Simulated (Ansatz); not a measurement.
# Where Al_S (site 1) puts its levels in the gap of Al5AgS8 (F-43m)

Wanted: the transition levels of a antisite in Al5AgS8 (F-43m), from a cell of 56 host atoms with 1 S taken out and 1 Al put in.

Program: Ansatz 0.2.0. Level of theory: place-levels on PBEsol runs: charge-transition levels and formation energies with image-charge correction and potential alignment at the atomic sites. Results are calculated unless marked as measured.

Report form: the programs' logs are mostly left out.

## 1. Starting point

The cell holds 56 atoms: 21 Al, 4 Ag and 31 S. Cell: a = 10.073 Å, b = 10.073 Å, c = 10.073 Å, α = 90.0°, β = 90.0°, γ = 90.0°. It derives from Al5AgS8 (space group F-43m). Nearest the centre at fractional (0.634, 0.634, 0.634): Al48 at 0.00 Å, Al20 at 2.33 Å, Al16 at 2.51 Å, Al4 at 2.51 Å, Al12 at 2.51 Å, S52 at 3.31 Å, S44 at 3.31 Å, S56 at 3.31 Å.

Screening for the image-charge correction: ε∞ = 6.85, ε0 = 11.47, from a response run on this crystal (DFPT, PBEsol) at that run's own cell.

The cell's shortest repeat is 10.1 Å.

## 2. The runs of each charge state

A transition level is the Fermi level at which two charge states cost the same, so each charge needs its own total energy, at its own relaxed structure.

Random displacements of about 0.05 Å break the site symmetry at the start, so that the relaxation can reach a distorted minimum if there is one. Forces are taken at one point at (¼, ¼, ¼). The cell holds 2 electrons more than the neutral one, with a uniform background that keeps it neutral on the whole. The electron count is odd, so at least one spin is unpaired; this run locks the moment at 1 μB.

The sampling was tested on the host first: at the k-points planned (1x1x1 shifted 0.25 0.25 0.25) its energy lies 0.000 eV an atom from the dense-mesh value, under the bound of 0.02 eV set for this test; that bounds the host's error, not the defect's.

One state's input; the others differ in charge, spin, start and seed, and in occupations where the table says so.

Input file qm2_M1.relax/input.yaml:

```yaml
crystal:
  lattice:
    - [10.0726001, 0.0, 0.0]
    - [0.0, 0.0, -10.0726001]
    - [0.0, 10.0726001, 0.0]
  atoms:
    - { symbol: Al, position: [0.11855736, 0.38144264, 0.61855736] }
    - { symbol: Al, position: [0.11855736, 0.88144264, 0.11855736] }
[... 1 atom line left out ...]
    - { symbol: Al, position: [0.61855736, 0.88144264, 0.61855736] }
[... 7 atom lines left out ...]
    - { symbol: Al, position: [0.88144264, 0.61855736, 0.61855736] }
[... 3 atom lines left out ...]
    - { symbol: Al, position: [0.61855736, 0.61855736, 0.88144264] }
[... 3 atom lines left out ...]
    - { symbol: Al, position: [0.5, 0.5, 0.5] }
[... 1 atom line left out ...]
    - { symbol: Ag, position: [0.25, 0.75, 0.75] }
    - { symbol: Ag, position: [0.75, 0.25, 0.75] }
    - { symbol: Ag, position: [0.75, 0.75, 0.25] }
[... 1 atom line left out ...]
    - { symbol: S, position: [0.38614673, 0.61385327, 0.88614673] }
[... 1 atom line left out ...]
    - { symbol: S, position: [0.88614673, 0.61385327, 0.38614673] }
[... 6 atom lines left out ...]
    - { symbol: S, position: [0.61385327, 0.38614673, 0.88614673] }
    - { symbol: S, position: [0.61385327, 0.88614673, 0.38614673] }
[... 1 atom line left out ...]
    - { symbol: S, position: [0.38614673, 0.88614673, 0.61385327] }
    - { symbol: S, position: [0.88614673, 0.38614673, 0.61385327] }
[... 2 atom lines left out ...]
    - { symbol: S, position: [0.36634011, 0.63365989, 0.36634011] }
[... 1 atom line left out ...]
    - { symbol: S, position: [0.86634011, 0.63365989, 0.86634011] }
[... 3 atom lines left out ...]
    - { symbol: Al, position: [0.63365989, 0.63365989, 0.63365989] }
[... 2 atom lines left out ...]
    - { symbol: S, position: [0.63365989, 0.36634011, 0.36634011] }
    - { symbol: S, position: [0.63365989, 0.86634011, 0.86634011] }
    - { symbol: S, position: [0.36634011, 0.36634011, 0.63365989] }
[... 2 atom lines left out ...]
    - { symbol: S, position: [0.86634011, 0.86634011, 0.63365989] }
  host:
    repeats: [1, 1, 1]
    atoms:
      - { symbol: Al, position: [0.11855736, 0.38144264, 0.61855736] }
      - { symbol: Al, position: [0.11855736, 0.88144264, 0.11855736] }
      # ... 54 more atoms of the perfect host
total_charge: -2
basis:
  ecutwfc: 420
  xc_grid: 2
hamiltonian:
  xc: pbesol
kpoints:
  mp_grid: { grid: [1, 1, 1], shift: [0.25, 0.25, 0.25] }
magnetization:
  spin_polarized: true
  initial_magnetization: 1
  spin_locking: { lock_magnetization: hard }
scf:
  occupations: { method: fixed }
  max_iter: 80
output:
  forces: true
  charged_corrections:
    epsilon: 6.85
    static_epsilon: 11.47
    defect_position: [0.63366, 0.63366, 0.63366]
relax:
  f_tol: 0.02
  max_steps: 80
  random_displacement: { amplitude: 0.05, seed: 4064 }
checkpoint:
  write: "../qm2_M1.relax.run"
  compress: false
  write_wavefunctions: true
  write_every: 100000
```

On the command line:

```bash
$ ansatz run input.yaml --threads 4 --pin off --max-ram 7536MiB --backend cpu --events-out ev --progress --plain --runs-dir out
```

Defect states can disperse in a cell of this size, so the energy is taken again at a 2×2×2 shifted mesh, on the relaxed structure.

The run of this state that the levels use, under PBEsol:

Input file qm2_M1.point/input.yaml:

```yaml
crystal:
  checkpoint: "../qm2_M1.relax.run"
  host: checkpoint
total_charge: -2
basis:
  ecutwfc: 420
  xc_grid: 2
hamiltonian:
  xc: pbesol
kpoints:
  mp_grid: { grid: [2, 2, 2], shift: [0.5, 0.5, 0.5] }
magnetization:
  spin_polarized: true
  initial_magnetization: 1
  spin_locking: { lock_magnetization: hard }
scf:
  occupations: { method: fermi_dirac, width: 0.01 }
  max_iter: 80
output:
  forces: true
  eigenvalues: true
  charged_corrections:
    epsilon: 6.85
    static_epsilon: 11.47
    defect_position: [0.63366, 0.63366, 0.63366]
  eigenstates: { localisation: true }
  populations: true
  efg: {}
checkpoint:
  read: "../qm2_M1.relax.run"
  write: "../qm2_M1.point.run"
  compress: false
  write_wavefunctions: false
  write_every: 100000
```

Relaxations under PBEsol at one point at (¼, ¼, ¼); times on 4 threads of Arm Neoverse V1, shared host:

| charge | moment (μB) | occupations | outcome | steps | largest displacement against the far atoms (Å) | time |
| --- | --- | --- | --- | --- | --- | --- |
| −2 | 1 | fixed | converged | 7 | 0.16 | 2.4 min |
| −1 | 0 | fixed | converged | 10 | 0.29 | 99 s |
| 0 | 1 | fixed | converged | 8 | 0.28 | 2.6 min |
| +1 | 0 | fixed | converged | 16 | 1.13 | 2 min |
| +2 | 1 | fixed | converged | 22 | 1.46 | 6.8 min |
| −1 | 2 | fixed | converged | 6 | 0.17 | 1.9 min |

Single points under PBEsol at a 2×2×2 shifted mesh; times on 4 threads of Arm Neoverse V1, shared host:

| charge | moment (μB) | occupations | outcome | time |
| --- | --- | --- | --- | --- |
| −2 | 1 | fermi-dirac | converged | 2.8 min |
| −1 | 0 | fermi-dirac | converged | 75 s |
| 0 | 1 | fermi-dirac | converged | 2.9 min |
| +1 | 0 | fermi-dirac | converged | 74 s |
| +2 | 1 | fermi-dirac | converged | 3.1 min |
| −1 | 2 | fermi-dirac | converged | 2.6 min |

Distances (Å) from Al48 to the nearest atoms after relaxation with PBEsol:

| charge | moment (μB) | 1. | 2. | 3. | 4. | 5. | 6. |
| --- | --- | --- | --- | --- | --- | --- | --- |
| −2 | 1 | Al 2.45 | Al 2.48 | Al 2.51 | Al 2.61 | S 3.28 | S 3.39 |
| −1 | 0 | Al 2.46 | Al 2.47 | Al 2.66 | Al 2.71 | S 3.32 | S 3.33 |
| −1 | 2 | Al 2.46 | Al 2.62 | Al 2.62 | Al 2.62 | S 3.43 | S 3.43 |
| 0 | 1 | Al 2.48 | Al 2.64 | Al 2.64 | Al 2.92 | S 3.32 | S 3.34 |
| +1 | 0 | Al 2.50 | S 2.55 | S 2.55 | Al 2.67 | Al 2.67 | Ag 3.19 |
| +2 | 1 | S 2.40 | S 2.41 | Al 2.56 | Al 2.82 | Al 2.82 | Ag 2.82 |

## 3. Placing the levels, PBEsol

A charged cell interacts with its images and the background, and its potential has another zero than the host's. place-levels removes the first by a point-charge model, screened by the static dielectric constant since the ions have relaxed around the charge, and the second by comparing potentials at atoms far from the defect.

The host is a run of the defect-free crystal in the same cutoffs, grids and k-points, so that basis and sampling errors cancel in part in the differences. Its band edges come from a run of the primitive cell that searches the zone for them. Chemical potentials are energies per atom of S (S12 rings, Pnnm, not the stable S8 form) and Al (fcc), run with the same functional and cutoff.

Input file levels.point.yaml:

```yaml
host:
  run: host.point.run
  levels_from: { run: edges.point.run }
states: [qm2_M1.point.run, qm1.point.run, q0_M1.point.run, qp1.point.run, qp2_M1.point.run, qm1_M2.point.run]
geometry_from:
  qm2_M1.point.run: qm2_M1.relax.run
  qm1.point.run: qm1.relax.run
  q0_M1.point.run: q0_M1.relax.run
  qp1.point.run: qp1.relax.run
  qp2_M1.point.run: qp2_M1.relax.run
  qm1_M2.point.run: qm1_M2.relax.run
  host.point.run: host.relax.run
chemical_potentials:
  S:
    energy: -884.879081
    dataset: "<sha256 of the dataset>"
  Al:
    energy: -524.553864
    dataset: <sha256 of the dataset>
epsilon: 6.85
static_epsilon: 11.47
vertical:
  - { from: qm2_M1.point.run, to: qm2_M1.point_neutral.run }
  - { from: qm1.point.run, to: qm1.point_neutral.run }
  - { from: qp1.point.run, to: qp1.point_neutral.run }
  - { from: qp2_M1.point.run, to: qp2_M1.point_neutral.run }
  - { from: qm1_M2.point.run, to: qm1_M2.point_neutral.run }
```

On the command line:

```bash
$ ansatz place-levels levels.point.yaml -- --threads 4 --pin off --max-ram 7536MiB
```

The job ended after 0.76 s (4 threads of Arm Neoverse V1, shared host).

Under PBEsol the gap is 1.34 eV, (+2/+1) 0.33, (+1/0) 1.21, (0/−1) 1.34, (−1/−2) 1.50 (outside the gap) (with band filling) eV.

Levels between the charges placed, in eV above the valence top:

|  | gap (eV) | (+2/+1) | (+1/0) | (0/−1) | (−1/−2) |
| --- | --- | --- | --- | --- | --- |
| PBEsol | 1.34 | 0.33 | 1.21 | 1.34 | 1.50 |

Corrections by state:

| charge | moment (μB) | image terms and alignment (eV) | band filling (eV) | ε used | over the lowest of its charge, as the program ranks them, band filling apart (eV) |
| --- | --- | --- | --- | --- | --- |
| +2 | 1.0 | 0.557 | - | 11.47 | 0.000 |
| +1 | 0.0 | 0.128 | - | 11.47 | 0.000 |
| 0 | 1.0 | 0.000 | - | - | 0.000 |
| −1 | 2.0 | 0.152 | - | 11.47 | 0.000 |
| −2 | 1.0 | 0.595 | -0.305 | 11.47 | 0.000 |
| −1 | 0.0 | 0.158 | - | 11.47 | 0.025 |

The charged structures listed were also run neutral, and place-levels reads from each pair, by the potential or the spins, how wide the charge is by which they differ; that can be the carrier of either run.

| charge | rms radius (Å) | spread where it is widest against the cell (Å) | wide from (Å) | reading |
| --- | --- | --- | --- | --- |
| +2 | 4.3 | 2.53 | 1.74 | wide |
| +1 | 4.7 | 2.72 | 1.74 | wide |
| −1 | 3.2 | 1.85 | 1.74 | wide |
| −2 | 3.2 | 1.87 | 1.74 | wide |

The neutral runs of these pairs need not share the spin of the lowest neutral state, and very wide values only mean spread over the cell.

From the program's caveats on the states, each cut to its opening words:

- charge +2 (1 μB): it parts from the run at its places by a charge that spreads by about 2.5 Å along one vector (1.7 Å or more is wide), by its potential at epsilon 6.85, taken [...]
- charge +2 (1 μB): the far atoms show a dipole or second moment of the defect's charge, for which the correction takes or leaves out 0.069 eV: further moments aren't read, and [...]
- charge +2 (1 μB): its sublattices stand up to 0.0757 Å off the host's, which by the two runs' forces adds about -0.03 eV to its energy against the host's, and moves the band [...]
- charge +2 (1 μB): its displacements don't fall off away from the defect: farther atoms stand 0.042 Å off the host's places
- charge +1: it parts from the run at its places by a charge that spreads by about 2.7 Å along one vector (1.7 Å or more is wide), by its potential at epsilon 6.85, taken [...]
- charge +1: the far atoms show a dipole or second moment of the defect's charge, for which the correction takes or leaves out 0.068 eV: further moments aren't read, and [...]
- charge +1: its sublattices stand up to 0.0457 Å off the host's, which by the two runs' forces adds about -0.01 eV to its energy against the host's, and moves the band [...]
- charge +1: its displacements don't fall off away from the defect: farther atoms stand 0.055 Å off the host's places
- charge 0 (1 μB): its sublattices stand up to 0.0432 Å off the host's, which by the two runs' forces adds about -0.02 eV to its energy against the host's, and moves the band [...]
- charge 0 (1 μB): its displacements don't fall off away from the defect: farther atoms stand 0.039 Å off the host's places
- charge −1 (2 μB), −2 (1 μB), −1: it parts from the run at its places by a charge that spreads by about 1.9 Å along one vector (1.7 Å or more is wide), by its potential at epsilon 6.85, taken [...]
- charge −1 (2 μB): its alignment with the host at atomic sites is doubtful: the mean over the far sites moves by +0.0509 eV from their farther parts to their nearer, more than [...]
- charge −1 (2 μB): its sublattices stand up to 0.0256 Å off the host's, which by the two runs' forces adds about -0.01 eV to its energy against the host's, and moves the band [...]
- charge −1 (2 μB): its displacements don't fall off away from the defect: farther atoms stand 0.025 Å off the host's places

Chemical potentials of the elements' reference phases, run alike. Formation energy by charge state (elemental references; gap 1.34 eV):

| charge | at valence top (eV) | at conduction bottom (eV) | correction included (eV) |
| --- | --- | --- | --- |
| +2 | 3.23 | 5.91 | 0.56 |
| +1 | 3.56 | 4.91 | 0.13 |
| 0 | 4.77 | 4.77 | 0.00 |
| −1 | 6.11 | 4.77 | 0.15 |
| −2 | 7.61 | 4.93 | 0.29 |

```csv
Fermi level (eV),lowest formation energy (eV)
0.00,3.23
0.12,3.47
0.24,3.72
0.37,3.93
0.49,4.05
0.61,4.17
0.73,4.30
0.85,4.42
0.98,4.54
1.10,4.66
1.22,4.77
1.34,4.77
```

## 4. The same at the relaxations' own k-points

The relaxations' own energies give the levels at their sampling, for comparison.

Input file levels.relax_mesh.yaml:

```yaml
host:
  run: host.relax.run
  levels_from: { run: edges.relax.run }
states: [qm2_M1.relax.run, qm1.relax.run, q0_M1.relax.run, qp1.relax.run, qp2_M1.relax.run, qm1_M2.relax.run]
chemical_potentials:
  S:
    energy: -884.879081
    dataset: "<sha256 of the dataset>"
  Al:
    energy: -524.553864
    dataset: <sha256 of the dataset>
```

On the command line:

```bash
$ ansatz place-levels levels.relax_mesh.yaml -- --threads 4 --pin off --max-ram 7536MiB
```

Run time: 0.22 s. Hardware: 4 threads.

Levels between neighbouring charges, in eV above the valence top:

|  | gap (eV) | (+2/+1) | (+1/0) | (0/−1) | (−1/−2) |
| --- | --- | --- | --- | --- | --- |
| one point at (¼, ¼, ¼) | 1.34 | 0.18 | 1.17 | 1.33 | 1.51 |
| a 2×2×2 shifted mesh | 1.34 | 0.33 | 1.21 | 1.34 | 1.50 |

Going from one point at (¼, ¼, ¼) to a 2×2×2 shifted mesh moves the levels that carry no band-filling term by up to 0.16 eV and formation energies against the elements by up to 0.18 eV; band-filling terms, which differ between samplings, are in these energies.

## 5. place-levels, r2SCAN

r2SCAN on the same structure is run to see how far the result rests on the functional, though not on the errors that semilocal functionals share; the sampling changes too, to one point at (¼, ¼, ¼), so differences hold both changes.

Input file qm2_M1.r2scan/input.yaml:

```yaml
crystal:
  checkpoint: "../qm2_M1.relax.run"
  host: checkpoint
total_charge: -2
basis:
  ecutwfc: 500
  xc_grid: 2
hamiltonian:
  xc: r2scan
kpoints:
  mp_grid: { grid: [1, 1, 1], shift: [0.25, 0.25, 0.25] }
magnetization:
  spin_polarized: true
  initial_magnetization: 1
  spin_locking: { lock_magnetization: hard }
scf:
  occupations: { method: fermi_dirac, width: 0.01 }
  max_iter: 80
output:
  forces: true
  eigenvalues: true
  charged_corrections:
    epsilon: 6.85
    static_epsilon: 11.47
    defect_position: [0.63366, 0.63366, 0.63366]
checkpoint:
  write: "../qm2_M1.r2scan.run"
  compress: false
  write_wavefunctions: false
  write_every: 100000
```

Wall time 85 s (4 threads); peak memory 3.3 GiB; 5.6 min of CPU time.

Input file levels.r2scan.yaml:

```yaml
host:
  run: host.r2scan.run
  levels_from: { run: edges.r2scan.run }
states: [qm2_M1.r2scan.run, qm1.r2scan.run, q0_M1.r2scan.run, qp1.r2scan.run, qp2_M1.r2scan.run, qm1_M2.r2scan.run]
geometry_from:
  qm2_M1.r2scan.run: qm2_M1.relax.run
  qm1.r2scan.run: qm1.relax.run
  q0_M1.r2scan.run: q0_M1.relax.run
  qp1.r2scan.run: qp1.relax.run
  qp2_M1.r2scan.run: qp2_M1.relax.run
  qm1_M2.r2scan.run: qm1_M2.relax.run
  host.r2scan.run: host.relax.run
chemical_potentials:
  S:
    energy: -905.805179
    dataset: "<sha256 of the dataset>"
  Al:
    energy: -540.416008
    dataset: <sha256 of the dataset>
```

On the command line:

```bash
$ ansatz place-levels levels.r2scan.yaml -- --threads 4 --pin off --max-ram 7536MiB
```

The job ended after 0.38 s (4 threads).

Under r2SCAN the gap is 1.89 eV, (+2/+1) 0.37, (+1/0) 1.24, (0/−1) 1.41, (−1/−2) 2.08 (outside the gap) eV.

## 6. Cost and result

Levels between neighbouring charges, in eV above each run's own valence top:

|  | gap (eV) | (+2/+1) | (+1/0) | (0/−1) | (−1/−2) | CPU time a state at this stage (restarts are quicker than cold starts) |
| --- | --- | --- | --- | --- | --- | --- |
| PBEsol, 2×2×2 shifted mesh | 1.34 | 0.33 | 1.21 | 1.34 | 1.50 | 8.7 min |
| r2SCAN on PBEsol structures, (¼, ¼, ¼) | 1.89 | 0.37 | 1.24 | 1.41 | 2.08 | 4.1 min |

## 7. Outcome

```json
{
  "gap of the host": "1.34 eV (PBEsol)",
  "level (plus 2/plus 1)": "0.33 eV above the valence top",
  "level (plus 1/0)": "1.21 eV above the valence top",
  "level (0/minus 1)": "1.34 eV above the valence top, at the conduction bottom",
  "level (minus 1/minus 2)": "1.50 eV above the valence top, past the conduction bottom (1.80 eV above the valence top without the band-filling term)",
  "lowest of the charges placed, just above the valence top (0.02 eV)": "+2",
  "lowest of the charges placed, just below the conduction bottom (0.02 eV)": "0",
  "lowest formation energy at mid-gap of the charges run, elemental references": "4.23 eV"
}
```

What this shows: Of the charges placed (−2, −1, 0, +1 and +2), the lowest changes at 0.33 eV (+2/+1) and 1.21 eV (+1/0) above the valence top, in a gap of 1.34 eV. (+2/+1) lies nearer to a band edge than the share of the finite-size correction in it (0.43 eV), and that correction holds for a localised charge alone. (+1/0) and (0/−1) lie 0.13 and 0.00 eV from a band edge, less than the doubt on such levels. Charges above +2 were not placed, so these runs say nothing of levels that involve them. States placed: +2 at 1 μB; +1 at 0 μB; 0 at 1 μB; −1 at 2 μB and 0 μB; −2 at 1 μB. Other spin states or structures, where not listed, weren't placed. The program finds carriers beyond a band edge of the host and adds a band-filling term at charge −2 (-0.30 eV); steps to such a charge show no bound level, and a defect level inside a band would be read the same way. At charge +1 and +2 the atom put in ends up to 1.4 Å from its starting place, so the name tells the start alone and the levels can join different sites. Going from one point at (¼, ¼, ¼) to a 2×2×2 shifted mesh moves the levels that carry no band-filling term by up to 0.16 eV and formation energies against the elements by up to 0.18 eV; band-filling terms, which differ between samplings, are in these energies. The program doubts the alignment of potentials for at least one state, a sign that the cell is small. What this leaves open: PBEsol makes the gap too small and tends to spread out bound carriers; spin–orbit coupling, which can matter with heavy atoms, is left out; force components of up to 0.12 eV/Å remain in a run at the final settings.

[Logs are printed without paths, hosts, clocks, repeated set-up lines and the standing remarks that a program may print on its own settings, such as how far it seeks lower states.]

[Hosts, paths, dates, database ids (printed as entryN), source tags and the programs' standing remarks are cut or masked in the printed files.]

[Where a table of states has a column of steps, it counts the stored structures, which are thinned; the runs took as many ionic steps or more.]

[A defect's name tells the site on which it was built; relaxed atoms can leave that site.]

[For some hosts the program warned that the k-mesh of the response run may be too coarse for force constants and the static dielectric constant; such warnings are not shown here.]
